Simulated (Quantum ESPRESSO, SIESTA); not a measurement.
# Birch–Murnaghan line for zincblende ZnSe, QE, PBEsol

Calculated with Quantum ESPRESSO 7.5: PBEsol; plane waves, GBRV 1.5 ultrasoft, 45/270 Ry; k-mesh 7×7×7. The volume is changed in steps from typed lattice constants. V0 = 22.275 Å³ an atom is where a Birch–Murnaghan fit to this level's pressures, the withheld one apart, crosses zero; rows within 2.5 % of V0 are left out, since F is ill-conditioned there. The typed cell is scaled evenly, with no relaxation, and each row is a single point.

| volume (Å³/atom) | pressure (GPa) |
| --- | --- |
| 23.167 | -2.432 |
| 23.64 | -3.45 |
| 24.113 | -4.359 |
| 24.586 | ? |
| 25.058 | -5.936 |
| 25.531 | -6.517 |

**Question.** Fit the third-order Birch–Murnaghan equation to the rows given and interpolate to the withheld row.

**Working.**

Take the Eulerian strain f = ½[(V0/V)^(2/3) − 1] and the normalised pressure F = P / [3f(1 + 2f)^(5/2)]. The third-order Birch–Murnaghan equation is then the line F = B0 + (3/2)B0(B′ − 4) f, so u = f and v = F.

| u = f | v = F (GPa) |
| --- | --- |
| -0.0129181 | 66.9980 |
| -0.0194372 | 65.3302 |
| -0.0257424 | 64.4178 |
| -0.0377422 | 63.7910 |
| -0.0434694 | 62.7326 |

With n = 5: mean u = -0.0278619, mean v = 64.6539, Σ(u − ū)² = 6.400e-4, Σ(u − ū)(v − v̄) = 0.078740. Slope b = 0.078740 / 6.400e-4 = 123.03; intercept a = v̄ − b ū = 68.082.

So B0 = 68.08 GPa and B′ = 4 + 2b/(3a) = 5.20. At the withheld volume f = -0.03184, F = 64.16 GPa, and P = 3f(1 + 2f)^(5/2) F.

Prediction at 24.586: -5.200 GPa. The run gave -5.189 GPa, so the fit is low by 0.011 GPa (0.21 % of the value).

A fit to this level's energies over the whole scan gives V0 = 22.394 Å³, B0 = 65.20 GPa and B′ = 4.61. Among the rows given, the largest miss of the fit is at 24.113, by 0.034 GPa (0.82 % of the range of the table).

Limits: The nuclei are static. The DFT runs use Fermi–Dirac occupations of width 0.01 eV, and energies are free energies.

[Hosts, paths, dates, database ids (printed as entryN), source tags and the programs' standing remarks are cut or masked in the printed files.]
